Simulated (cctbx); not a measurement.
# Lattice, Laue class and space group of a new crystal

Cell: a = 4.2020 Å, b = 4.2020 Å, c = 14.8220 Å, α = 90.00°, β = 90.00°, γ = 90.00°. Expected content of the cell: Eu4 Mo4 P4.

The data are simulated with cctbx, not measured: Ag Kα, λ = 0.56087 Å, to d = 0.65 Å, 80 % of the full sphere, strongest reflection 5000 counts, noise from counting, a 3 % proportional error and a noise floor of 15 counts (s.d.); no absorption, some extinction.

Tests on the unmerged data give:

```text
3200 reflections to d = 0.650 A
centring   violations  <I/sigma> of those
    A        429 of  1588      4.1
    B        419 of  1593      4.0
    C        570 of  1581      4.7
    I          0 of  1593      0.0
    R        601 of  2136      4.0
    F        709 of  2381      4.3
Laue class    unique    Rint  (classes that these axes allow; Friedel mates merged)
I 1 2/m 1         558   0.071
I 1 1 2/m         523   0.070
I 2/m 1 1         555   0.070
I m m m           319   0.074
I 4/m             267   0.076
I 4/m m m         184   0.078
space group    extra absences  I>4sigma  <I/sigma>
I 4 2 2                 0          0         -  acentric
I 41 2 2                9          0       0.0  acentric
I 4 m m                 0          0         -  acentric
I 41 m d              119          0      -0.1  acentric
I -4 m 2                0          0         -  acentric
I -4 2 m                0          0         -  acentric
I -4 2 d              119          0      -0.1  acentric
I 4/m m m               0          0         -  centric
I 41/a m d :1         140          0      -0.1  centric
I 41/a m d :2         140          0      -0.1  centric
Wilson B = 1.33 A^2   <|E^2-1|> = 0.736 (0.968 centric, 0.736 acentric)   E^2>4: 0.0 %
shell (A)         n   <I/sigma>
 7.41 - 1.30     32     24.7
 1.30 - 1.03     22     17.1
 1.03 - 0.90     25     22.9
 0.90 - 0.82     20     12.6
 0.82 - 0.76     20     19.0
 0.76 - 0.72     22     18.4
 0.72 - 0.68     21      9.7
 0.68 - 0.65     22     11.2
```

**Question.** What are the lattice type, the Laue class and the likely space group?

The reflections that I centring forbids are absent (⟨I/σ⟩ near 0), so the lattice is I.

Rint stays low (0.070 to 0.078) up to I 4/m m m, the highest class in these axes. It includes Bijvoet differences, since Friedel mates are merged.

10 settings pass the absence test. The most absences obeyed, 140, belong to I 41/a m d alone.

⟨|E²−1|⟩ = 0.736 leans to a non-centrosymmetric structure. The Wilson B of 1.33 Å² means U ≈ 0.0168 Å².

The true group is I4_1md (no. 109), Laue class 4/mmm, non-centrosymmetric. It passes the tests but isn't the first choice, because the arrangement of the atoms makes further classes of reflections very weak or absent.

The model is made up (kin elements in a known structure type, no relaxation), so it says nothing on whether the phase exists.

[Logs are printed without paths, hosts, clocks, repeated set-up lines and the standing remarks that a program may print on its own settings, such as how far it seeks lower states.]
